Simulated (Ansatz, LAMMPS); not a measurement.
## Electronic structure of glassy 76SiO2-9BaO-7SrO-4Li2O-4ZrO2 (mol %) (128 atoms)

Wanted: forces, charges and levels of glassy 76SiO2-9BaO-7SrO-4Li2O-4ZrO2 (mol %) (128 atoms).

Method: Kohn-Sham DFT, LDA, PAW (set soft_2), plane waves, in Ansatz 0.2.0.

### Step 1. The structure

The cell holds 128 atoms: 34 Si, 4 Ba, 3 Sr, 4 Li, 2 Zr and 81 O. Its edges and angles: a = 12.208 Å, b = 12.208 Å, c = 12.208 Å, α = 90.0°, β = 90.0°, γ = 90.0°. 128 atoms (34 Si, 4 Ba, 3 Sr, 4 Li, 2 Zr, 81 O) placed at random at 2.87 g/cm³, melted at 4000 K for 10 ps at fixed volume with the Morse and Coulomb pair potential with partial charges (Pedone, Malavasi, Menziani, Cormack and Segre, J. Phys. Chem. B 110, 11780 (2006)). Quenched from 4000 K to 300 K at 30 K/ps and fixed volume, held 10 ps at zero pressure, then minimised at fixed cell.

Limits known from the start: The quench rate of 30 K/ps is many orders above laboratory rates, so the cell is likely richer in defects and strain than a real sample. The starting topology of bonds comes from the classical model, and needn't be the one that DFT or experiment would give. The Brillouin zone is sampled at Γ only, in a cell whose shortest periodic width is 12 Å. Spin–orbit coupling is left out, which matters for the levels of the heavy elements.

### Step 2. The classical run that made the cell

A classical potential supplies the starting structure, since it reaches far longer times than DFT.

This step: classical MD, Morse and Coulomb pair potential with partial charges (Pedone, Malavasi, Menziani, Cormack and Segre, J. Phys. Chem. B 110, 11780 (2006)) (LAMMPS 22 Jul 2025 - Update 4).

in.lmp

```
# melt-quench of Si34Ba4Sr3Li4Zr2O81
units metal
atom_style charge
boundary p p p
region box block 0 12.3779 0 12.3779 0 12.3779
create_box 6 box
mass 1 28.0850   # Si
mass 2 137.3270   # Ba
mass 3 87.6200   # Sr
mass 4 6.9400   # Li
mass 5 91.2240   # Zr
mass 6 15.9990   # O
create_atoms 1 random 34 82850 NULL overlap 1.5 maxtry 2000
create_atoms 2 random 4 82857 NULL overlap 1.5 maxtry 2000
create_atoms 3 random 3 82864 NULL overlap 1.5 maxtry 2000
create_atoms 4 random 4 82871 NULL overlap 1.5 maxtry 2000
create_atoms 5 random 2 82878 NULL overlap 1.5 maxtry 2000
create_atoms 6 random 81 82885 NULL overlap 1.5 maxtry 2000
pair_style hybrid/overlay pedone 5.5 coul/long 8.0
pair_coeff * * coul/long
pair_coeff 1 6 pedone 0.340554 2.006700 2.100000 1   # Si-O
pair_coeff 2 6 pedone 0.065011 1.547596 3.393410 5   # Ba-O
pair_coeff 3 6 pedone 0.019623 1.886000 3.328330 3   # Sr-O
pair_coeff 4 6 pedone 0.001114 3.429506 2.681360 1   # Li-O
pair_coeff 5 6 pedone 0.206237 2.479675 2.436997 1   # Zr-O
pair_coeff 6 6 pedone 0.042395 1.379316 3.618701 22   # O-O
set type 1 charge 2.4
set type 2 charge 1.2
set type 3 charge 1.2
set type 4 charge 0.6
set type 5 charge 2.4
set type 6 charge -1.2
kspace_style pppm 1.0e-4
neigh_modify delay 0 every 1 check yes
# [... 22 lines left out ...]
thermo 1666
fix md all npt temp 300 300 0.2 iso 0 0 2
run 5000 post no
unfix md
thermo 100
min_style cg
minimize 0 1e-3 2000 20000
write_dump all custom glass.dump id type xs ys zs modify sort id
```

Started as:

```
$ lmp -in in.lmp -log none -nocite
```

Numbers of over 12 decimals in the logs are rounded to 6 here.

The program printed:

```text
LAMMPS (22 Jul 2025 - Update 4)
Created orthogonal box = (0 0 0) to (12.3779 12.3779 12.3779)
Created 34 atoms
Created 4 atoms
Created 3 atoms
Created 4 atoms
Created 2 atoms
Created 81 atoms
PPPM initialization ...
  G vector (1/distance) = 0.39108419
  grid = 15 15 15
  estimated relative force accuracy = 3.8137951e-05
   Step          Time           Temp          PotEng         Press         Density
         0   0              0             -2.1031627      610383.43      2.8660166
       100   0.2            0             -15.650934     -26279.676      2.8660166
       106   0.212          0             -15.662794     -27430.489      2.8660166
Loop time of 0.0873442 s on 1 MPI rank(s) for 106 steps with 128 atoms
Minimization stats:
  Stopping criterion = energy tolerance
  Energy initial, next-to-last, final =
     -2.10316266032099  -15.6618515444853  -15.6627943341551
  Force two-norm initial, final = 365.64084 2.1271722
  Iterations, force evaluations = 106 132
   Step          Time           Temp          PotEng         Press         Density
         0   0              4000          -15.662794      9552.886       2.8660166
       500   1              1862.4304     -15.45253      -14144.675      2.8660166
      1000   2              1814.924      -15.443619     -10000.194      2.8660166
[... 3 lines left out ...]
      1666   3.332          4257.4357     -15.054521      35834.945      2.8660166
      2499   4.998          4140.4474     -15.145673      15535.519      2.8660166
      3332   6.664          3885.4511     -15.095293      21096.174      2.8660166
      4165   8.33           4690.4672     -15.004685      29074.197      2.8660166
      4998   9.996          4036.9809     -15.070639      18038.705      2.8660166
[... 2 lines left out ...]
Loop time of 2.868 s on 1 MPI rank(s) for 5000 steps with 128 atoms
   Step          Time           Temp          PotEng         Press         Density
[... 12 lines left out ...]
Loop time of 33.9446 s on 1 MPI rank(s) for 61667 steps with 128 atoms
   Step          Time           Temp          PotEng         Press         Density
[... 3 lines left out ...]
     71638   143.276        300.35898     -15.768266     -2768.5106      2.9735676
     72667   145.334        336.37843     -15.769284      657.8244       2.9874769
Loop time of 3.86315 s on 1 MPI rank(s) for 5000 steps with 128 atoms
   Step          Time           Temp          PotEng         Press         Density
     72667   145.334        336.37843     -15.769285      656.7023       2.9874769
     72683   145.366        336.37843     -15.806942     -2382.7435      2.9874769
Loop time of 0.0403514 s on 1 MPI rank(s) for 16 steps with 128 atoms
Minimization stats:
  Stopping criterion = linesearch alpha is zero
  Energy initial, next-to-last, final =
     -15.7692850671323  -15.8069415429757  -15.8069415429757
  Force two-norm initial, final = 14.680342 0.59153246
  Iterations, force evaluations = 16 65
```

It took 41 s on 1 thread of Arm Neoverse V2, shared host; peak memory 0.075 GiB.

### Step 3. Plane-wave single point

One self-consistent run at the given positions yields energy and forces.

input.yaml

```yaml
crystal:
  lattice:
    - [12.20783, 0.0, 0.0]
    - [0.0, 12.20783, 0.0]
    - [0.0, 0.0, 12.20783]
  atoms:
    - { symbol: Si, position: [0.57097, 0.04236, 0.40633] }
    - { symbol: Si, position: [0.32902, 0.12891, 0.46028] }
    - { symbol: Si, position: [0.79227, 0.34574, 0.07885] }
    - { symbol: Si, position: [0.37995, 0.71748, 0.16411] }
    - { symbol: Si, position: [0.08107, 0.63503, 0.35087] }
    - { symbol: Si, position: [0.02535, 0.31413, 0.47639] }
    - { symbol: Si, position: [0.81508, 0.45299, 0.45217] }
    - { symbol: Si, position: [0.9739, 0.06335, 0.55044] }
    - { symbol: Si, position: [0.21841, 0.82576, 0.80962] }
    - { symbol: Si, position: [0.58401, 0.67461, 0.62164] }
    - { symbol: Si, position: [0.61711, 0.75325, 0.06447] }
    - { symbol: Si, position: [0.71123, 0.66819, 0.41802] }
    - { symbol: Si, position: [0.39724, 0.37448, 0.39951] }
    - { symbol: Si, position: [0.30393, 0.75662, 0.39178] }
    - { symbol: Si, position: [0.56398, 0.31739, 0.68446] }
    - { symbol: Si, position: [0.33806, 0.013, 0.69463] }
    - { symbol: Si, position: [0.26193, 0.16077, 0.87182] }
    - { symbol: Si, position: [0.38238, 0.37565, 0.83768] }
    - { symbol: Si, position: [0.02563, 0.07803, 0.80279] }
    - { symbol: Si, position: [0.13535, 0.1776, 0.30745] }
    - { symbol: Si, position: [0.37232, 0.56951, 0.56352] }
    - { symbol: Si, position: [0.19619, 0.27203, 0.08007] }
    - { symbol: Si, position: [0.77618, 0.5779, 0.01547] }
    - { symbol: Si, position: [0.17381, 0.83047, 0.0502] }
    - { symbol: Si, position: [0.53243, 0.32195, 0.05274] }
    - { symbol: Si, position: [0.86515, 0.27121, 0.83856] }
    - { symbol: Si, position: [0.1294, 0.50846, 0.58028] }
    - { symbol: Si, position: [0.34613, 0.45744, 0.16709] }
    - { symbol: Si, position: [0.69798, 0.86627, 0.26694] }
    - { symbol: Si, position: [0.01035, 0.69701, 0.7018] }
    - { symbol: Si, position: [0.65965, 0.11678, 0.79808] }
    - { symbol: Si, position: [0.57874, 0.93625, 0.64114] }
    [... 90 atom lines left out ...]
    - { symbol: O, position: [0.33793, 0.48742, 0.87485] }
    - { symbol: O, position: [0.11026, 0.72172, 0.03557] }
    - { symbol: O, position: [0.66504, 0.63288, 0.70964] }
    - { symbol: O, position: [0.57149, 0.19713, 0.74394] }
    - { symbol: O, position: [0.52833, 0.19226, 0.08517] }
    - { symbol: O, position: [0.33339, 0.42171, 0.29492] }
kpoints:
  mp_grid: { grid: [1, 1, 1] }
hamiltonian:
  xc: lda
scf:
  occupations: { method: fermi_dirac, width: 0.05 }
output:
  forces: true
  stress: true
  populations: true
  dos:
    method: { smearing: { sigma: 0.08 } }
    de: 0.1
    projected: { site_lists: { Ba: [Ba], Li: [Li], O: [O], Si: [Si], Sr: [Sr] } }
  eigenvalues: true
  write_density: true
  write_potential: true
  volumetric_format: npy
```

Started as:

```
$ ansatz run input.yaml --threads 8 --pin off --max-ram 15872MiB --backend cpu --events-out ev --progress --plain --runs-dir out
```

The program printed:

```text
Engine: ansatz 0.2.0, aarch64-unknown-linux-gnu
Pseudopotentials: kind: paw
Pseudopotential: Si, paw, valence charge 4, recommended cutoff 420 eV (normal), Si.paw.azcp
Pseudopotential: Ba, paw, valence charge 10, recommended cutoff 420 eV (normal), Ba.paw.azcp
Pseudopotential: Sr, paw, valence charge 10, recommended cutoff 420 eV (normal), Sr.paw.azcp
Pseudopotential: Li, paw, valence charge 3, recommended cutoff 420 eV (normal), Li.paw.azcp
Pseudopotential: Zr, paw, valence charge 12, recommended cutoff 420 eV (normal), Zr.paw.azcp
Pseudopotential: O, paw, valence charge 6, recommended cutoff 420 eV (normal), O.paw.azcp
Functional definition: SPW92
  exchange = slater_x
  correlation = pw_c
Crystal: 128 atoms, lattice volume = 1819.346 Å³
Basis set: ecut = 420 eV, 35585 PW (Γ)
Bands: 492, of which v1, the nominal top of the filled ones, is band 364 counted from 1 (363 counted from 0)
Symmetry: 1 space group operations
Space group: P1 (ITA 1), of the structure as read, at distance tolerance 1.2e-4 Å
k-points: 1
Non-local potential: Si, projectors of the file, l = 0: 2, l = 1: 2, l = 2: 2
Non-local potential: Ba, projectors of the file, l = 0: 3, l = 1: 2, l = 2: 2, l = 3: 2
Non-local potential: Sr, projectors of the file, l = 0: 3, l = 1: 2, l = 2: 2
Non-local potential: Li, projectors of the file, l = 0: 3, l = 1: 2, l = 2: 1
Non-local potential: Zr, projectors of the file, l = 0: 3, l = 1: 2, l = 2: 2, l = 3: 2
Non-local potential: O, projectors of the file, l = 0: 2, l = 1: 2, l = 2: 1
PAW form: soft (Blöchl's): semilocal exchange-correlation on the pseudo side does not see the compensation charge
PAW frozen core: Si, regenerated for the run's functional, and the local potential with it (the file was generated under x = pbe(κ = 0.804, μ = 0.219515), c = pbe(β = 0.066725))
PAW frozen core: Ba, regenerated for the run's functional, and the local potential with it (the file was generated under x = pbe(κ = 0.804, μ = 0.219515), c = pbe(β = 0.066725))
PAW frozen core: Sr, regenerated for the run's functional, and the local potential with it (the file was generated under x = pbe(κ = 0.804, μ = 0.219515), c = pbe(β = 0.066725))
PAW frozen core: Zr, regenerated for the run's functional, and the local potential with it (the file was generated under x = pbe(κ = 0.804, μ = 0.219515), c = pbe(β = 0.066725))
PAW frozen core: O, regenerated for the run's functional, and the local potential with it (the file was generated under x = pbe(κ = 0.804, μ = 0.219515), c = pbe(β = 0.066725))
PAW one-centre angular grid: Si, 110 points (default); XC on 64 Gauss nodes
PAW one-centre angular grid: Ba, 194 points (default); XC on 64 Gauss nodes
PAW one-centre angular grid: Sr, 110 points (default); XC on 64 Gauss nodes
PAW one-centre angular grid: Li, 110 points (default); XC on 64 Gauss nodes
PAW one-centre angular grid: Zr, 590 points (default); XC on 64 Gauss nodes
PAW one-centre angular grid: O, 110 points (default); XC on 64 Gauss nodes
Initial density: superposition of atomic densities (neutral atoms: chi_scale 0, normalization atom), corrected by the library's trained network
Initial wavefunctions: pseudopotential atomic-orbital guess
Functional: x = slater, c = lda
SCF iter   1: F=—  HF=-108236.741041 eV  |F-HF|=—  |Δ(HF+E_count)|=         —  Δρ=1.32e-2  dr2=2.95e0  ethr=1.77e-3  ⟨swp⟩=7.0  Hψ=2565  notcnv=0  defer=99
preconditioner: auto → Resta (q_TF=auto, 2.342 Å⁻¹)  ε∞=3.4  [insulator: Δε(μ)=3.383 eV  Ē_g=14.807 eV  σ=0.050 eV  W_gap=1.00  n_scr=388 (ndim 8)  ℏωp=22.9 eV  f_vac=0.137  D(μ)=0.00/eV (n_scr^D=0)  ε∞_Penn≈3.4]
SCF iter   2: F=—  HF=-108235.934915 eV  |F-HF|=—  |Δ(HF+E_count)|=   8.06e-1  Δρ=3.93e-3  dr2=1.37e-1  ethr=4.05e-4  ⟨swp⟩=2.0  Hψ=836  notcnv=0  defer=123
SCF iter   3: F=—  HF=-108235.899480 eV  |F-HF|=—  |Δ(HF+E_count)|=   3.54e-2  Δρ=1.70e-3  dr2=4.21e-2  ethr=1.88e-5  ⟨swp⟩=2.0  Hψ=736  notcnv=0  defer=123
SCF iter   4: F=—  HF=-108235.893251 eV  |F-HF|=—  |Δ(HF+E_count)|=   6.23e-3  Δρ=1.18e-3  dr2=2.28e-2  ethr=5.78e-6  ⟨swp⟩=2.0  Hψ=652  notcnv=0  defer=123
SCF iter   5: F=—  HF=-108235.887408 eV  |F-HF|=—  |Δ(HF+E_count)|=   5.84e-3  Δρ=2.41e-4  dr2=1.55e-3  ethr=3.14e-6  ⟨swp⟩=2.0  Hψ=641  notcnv=0  defer=123
SCF iter   6: F=—  HF=-108235.887321 eV  |F-HF|=—  |Δ(HF+E_count)|=   8.67e-5  Δρ=1.02e-4  dr2=1.94e-4  ethr=2.13e-7  ⟨swp⟩=2.0  Hψ=612  notcnv=0  defer=123
SCF iter   7: F=—  HF=-108235.887261 eV  |F-HF|=—  |Δ(HF+E_count)|=   5.99e-5  Δρ=2.94e-5  dr2=1.81e-5  ethr=2.66e-8  ⟨swp⟩=2.0  Hψ=663  notcnv=0  defer=123
SCF iter   8: F=—  HF=-108235.891566 eV  |F-HF|=—  |Δ(HF+E_count)|=   4.31e-3  Δρ=9.26e-6  dr2=1.80e-6  ethr=2.48e-9  ⟨swp⟩=2.0  Hψ=786  notcnv=0  defer=123
SCF iter   9: F=—  HF=-108235.891567 eV  |F-HF|=—  |Δ(HF+E_count)|=   7.75e-7  Δρ=5.68e-6  dr2=5.33e-7  ethr=2.47e-10  ⟨swp⟩=2.0  Hψ=694  notcnv=0  defer=123
SCF iter  10: F=-108235.891567 eV  HF=-108235.891567 eV  |F-HF|=1.83e-8  |Δ(HF+E_count)|=   5.98e-8  Δρ=1.38e-6  dr2=4.85e-8  ethr=1.37e-11  ⟨swp⟩=21.0  Hψ=5034  notcnv=0
SCF 1 converged in 10 iterations: F = -108235.891567 eV  dr2 = 4.85e-8
  greatest PAW one-centre occupation: 1.000 electrons in one spin orbital (limit 2), on the Li atom at site 42 (counted from 0), in its partial waves of l = 0
SCF converged after 10 iterations
Free energy (F): -108235.891567 eV
Harris-Foulkes:  -108235.891567 eV  (|F-HF|=1.83e-8)
Internal energy: -108235.891567 eV  (E = F + TS)
E sigma→0 (E₀):  -108235.891567 eV
Fermi energy:    5.515485 eV
--- Per-component energies (eV) ---
  E_band       = -3881.787273
  E_kinetic    = 18046.584723
  E_local      = -48399.202107  (includes V_loc(G=0)·N_el)
  E_nonlocal   = 5806.049861
  E_hartree    = 17507.807892
  E_xc         = -9325.837664
  E_vxc        = -10679.987135  (∫ρ·V_xc dr)
  E_paw        = -62324.168278  (= ΣΔE_a)
  E_vpaw       = -3671.062400  (= ΣTr[D̂ρ^β])
  E_aug_tail   = 0.211846  (compensation charges beyond the density's cutoff)
  E_ewald      = -29560.808994
  E_core_change = 13.471155  (= ΣΔE_core)
  E_smearing   = -0.000000  (= −TS)
  E_closure    = -0.000000  (closes the sum)
  Σ components = -108235.891567   (vs F -108235.891567, Δ=0.00e0)
--- Forces (eV/Å), atoms counted from 1 ---
  atom   1  Si    -0.63209019     0.43195635     0.83069129
  atom   2  Si     1.33683347     1.31179792    -0.21450471
  atom   3  Si    -1.44660565     0.18453377    -1.24515803
  atom   4  Si    -1.11722294    -0.13930187     1.06274991
  atom   5  Si     1.12034088     0.63540140     1.49744511
  atom   6  Si    -0.23427949    -1.06127628     0.26503818
  atom   7  Si    -0.89749098     0.66823934     1.62001780
  atom   8  Si     0.00718474    -0.61732723    -0.74678800
  atom   9  Si     0.10165233     0.11066804     0.72412963
  atom  10  Si     0.16956863    -0.28314873    -2.20591862
  atom  11  Si     1.00036830    -1.06095204     0.11116758
  atom  12  Si     0.82929826     0.84262668     0.86644930
  atom  13  Si     0.70842270    -0.68639066    -0.12625953
  atom  14  Si    -1.65771808    -1.38040793    -0.37577128
[...]
atom 127  O     -0.50005154    -0.25133636     0.23212803
  atom 128  O     -0.41654729     0.09211913    -0.24926806
  max |Σ_I F_I| component: 3.26e-5 eV/Å
--- Stress (GPa, compression-positive) ---
       -0.814157      -0.702298      -1.300393
       -0.702298      -4.091359      -0.407712
       -1.300393      -0.407712      -1.298001
  P = ⅓ Tr σ = -2.0678 GPa (-20.678 kbar)
--- Band table (eV) ---
  k-point 0: bands = ["-44.0478", "-43.6150", "-39.6838", "-39.4845", [... 476 levels ...], "12.6723", "12.7030", "12.7261", "12.7433", "12.7543", "12.7700", "12.7864", "12.7933", "12.8122", "12.8758", "12.8880", "12.9050"]
--- Löwdin populations: 128 sites ---
  site symbol       q [e]
     0     Si      2.2663
     1     Si      2.2725
     2     Si      2.3425
[...]
127      O      6.7665
  spilling = 0.013350 (of n_electrons = 728.000000)
```

Wall time 22 s (8 threads of Arm Neoverse V2, shared host); peak memory 2.7 GiB; 2.7 min of CPU time.

Numbers from this run:

- free energy: -108235.8916 eV
- free energy per atom: -845.5929 eV/atom
- SCF cycles: 10
- pressure: -2.068 GPa
- r.m.s. force component: 0.8498 eV/Å
- longest force: 3.308 eV/Å
- Fermi energy: 5.515 eV
- gap (highest filled to lowest empty level): 3.627 eV
- spilling of the projection: 0.01335

Length of the force by element:

```
element  coordination  atoms  mean length of the force (eV/Å)  spread  least   most
     Ba           all      4                            0.889   0.291  0.625   1.37
     Li           all      4                            0.418   0.124  0.294  0.588
      O           all     81                             1.27   0.569  0.265   2.98
     Si           all     34                             1.61   0.702  0.438   3.31
     Sr           all      3                            0.755   0.190  0.505  0.965
     Zr           all      2                             2.22   0.220   2.00   2.44
```

Löwdin charges by element (they lack the spilled electrons, 0.076 e an atom on average):

```
element  coordination  atoms  mean charge (e)  spread  least    most
     Ba           all      4             1.84  0.0159   1.82    1.86
     Li           all      4            0.766   0.022  0.729   0.787
      O           all     81           -0.822  0.0787  -1.01  -0.746
     Si           all     34             1.69  0.0515   1.58    1.77
     Sr           all      3             1.78  0.0154   1.76    1.80
     Zr           all      2             1.49  0.0186   1.47    1.51
```

States in the cell by windows of 1 eV, zero at the Fermi level; the larger projections on atomic orbitals stand beside the total:

```
from (eV)  to (eV)  total   O p  Si p   O s
      -18      -17   21.4   0.4   1.9  10.6
      -17      -16   10.2   0.2   0.1   1.1
      -16      -14    0.0   0.0   0.0   0.0
      -14      -13   16.3   0.3   0.1   0.1
      -13      -12   10.6   2.1   0.1   0.2
      -12      -11   14.9  10.0   0.9   0.7
      -11      -10   16.6  11.4   1.5   0.8
      -10       -9   24.6  18.0   3.5   0.8
       -9       -8   36.1  27.6   6.6   0.5
       -8       -7   23.4  17.9   3.9   0.5
       -7       -6   50.9  41.1   4.6   2.3
       -6       -5   84.6  73.7   4.7   2.5
       -5       -4   82.0  74.4   2.7   1.4
       -4       -3   82.8  77.4   1.7   0.7
       -3       -2   57.3  54.4   1.0   0.2
       -2       -1    9.9   9.5   0.2   0.0
       -1        1    0.0   0.0   0.0   0.0
        1        2    2.0   0.1   0.1   0.4
        2        3   12.0   1.1   0.5   0.4
        3        4   42.2   2.6   4.9   2.7
        4        5   41.0   2.5   7.6   3.1
```

The curve was stored every 0.10 eV, coarse against its broadening of 0.08 eV, so these counts are rough.

Between -26 and -18 eV lie 148 more states.

About 38 of the 728 electrons lie in deeper levels, below the stored range.

Not all projections were asked for or kept, so they needn't add up to the total.

The levels nearest the highest filled one (over half full), pooled over k-points and spins:

```
level less the highest filled one (eV)  occupation
                                -0.215           2
                                -0.187           2
                               -0.0928           2
                               -0.0587           2
                               -0.0538           2
                                     0           2
                                  3.63           0
                                  4.11           0
                                  4.30           0
                                  4.41           0
                                  4.47           0
                                  4.61           0
```

[end of part 1 of 2]

[Logs are printed without paths, hosts, clocks, repeated set-up lines and the standing remarks that a program may print on its own settings, such as how far it seeks lower states.]

[Hosts, paths, dates, database ids (printed as entryN), source tags and the programs' standing remarks are cut or masked in the printed files.]
